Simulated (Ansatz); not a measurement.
Planning a run of Ansatz 0.2.0 on ZnSb (Pbca). The input:

```yaml
crystal:
  lattice:
    - [6.218, 0.0, 0.0]
    - [0.0, 7.741, 0.0]
    - [0.0, 0.0, 8.115]
  atoms:
    - { symbol: Zn, position: [0.4539, 0.1115, 0.8673] }
    - { symbol: Zn, position: [0.0461, 0.8885, 0.3673] }
    - { symbol: Zn, position: [0.9539, 0.3885, 0.1327] }
    - { symbol: Zn, position: [0.5461, 0.6115, 0.6327] }
    - { symbol: Zn, position: [0.5461, 0.8885, 0.1327] }
    - { symbol: Zn, position: [0.9539, 0.1115, 0.6327] }
    - { symbol: Zn, position: [0.0461, 0.6115, 0.8673] }
    - { symbol: Zn, position: [0.4539, 0.3885, 0.3673] }
    - { symbol: Sb, position: [0.142, 0.0841, 0.1083] }
    - { symbol: Sb, position: [0.358, 0.9159, 0.6083] }
    - { symbol: Sb, position: [0.642, 0.4159, 0.8917] }
    - { symbol: Sb, position: [0.858, 0.5841, 0.3917] }
    - { symbol: Sb, position: [0.858, 0.9159, 0.8917] }
    - { symbol: Sb, position: [0.642, 0.0841, 0.3917] }
    - { symbol: Sb, position: [0.358, 0.5841, 0.1083] }
    - { symbol: Sb, position: [0.142, 0.4159, 0.6083] }
kpoints:
  mp_grid: { grid: [2, 2, 2] }
  band_path:
    path:
      - [0.0, 0.0, 0.0]
      - [0.5, 0.0, 0.0]
      - [0.5, 0.5, 0.0]
      - [0.0, 0.5, 0.0]
      - [0.0, 0.0, 0.5]
      - [0.5, 0.0, 0.5]
      - [0.5, 0.5, 0.5]
      - [0.0, 0.5, 0.5]
      - [0.4, 0.0, 0.0]
      - [0.0, 0.0, 0.35]
      - [0.45, 0.0, 0.0]
    npoints: 1
hamiltonian:
  xc: hse06
scf:
  occupations: { method: fermi_dirac, width: 0.02 }
  n_extra_bands: 18
magnetization:
  noncollinear: true
  spin_orbit: true
output:
  eigenvalues: true
```

```sh
ansatz run input.yaml --threads 24 --pin off --max-ram 82944MiB --backend cuda --events-out ev --progress --plain --runs-dir out --devices 1 --max-vram 78GiB
```

Question: How long will it take on 1 × NVIDIA GB200 (shared by 2 runs) with 24 threads of Arm Neoverse V2, shared host, and how much memory?

It took 77 s; on shared hardware allow 38 s to 2.6 min. Peak host memory was 5.1 GiB. The sizes that set the cost: 7639 plane waves a state, 8 irreducible k points and 19 SCF cycles.

Exact exchange couples every pair of k points and filled bands, so it costs far more than a semilocal run.

[Paths, hosts, dates, memory and timing lines, banners, echoed tables and standing remarks are left out of the program output.]

[Logs are printed without paths, hosts, clocks, repeated set-up lines and the standing remarks that a program may print on its own settings, such as how far it seeks lower states.]

[Runs of the session that timed out or met a known fault of the program may be left out.]

[Cells called generated may have been cut or substituted from an entry of the Crystallography Open Database or the Materials Project.]

[Hosts, paths, dates, database ids (printed as entryN), source tags and the programs' standing remarks are cut or masked in the printed files.]
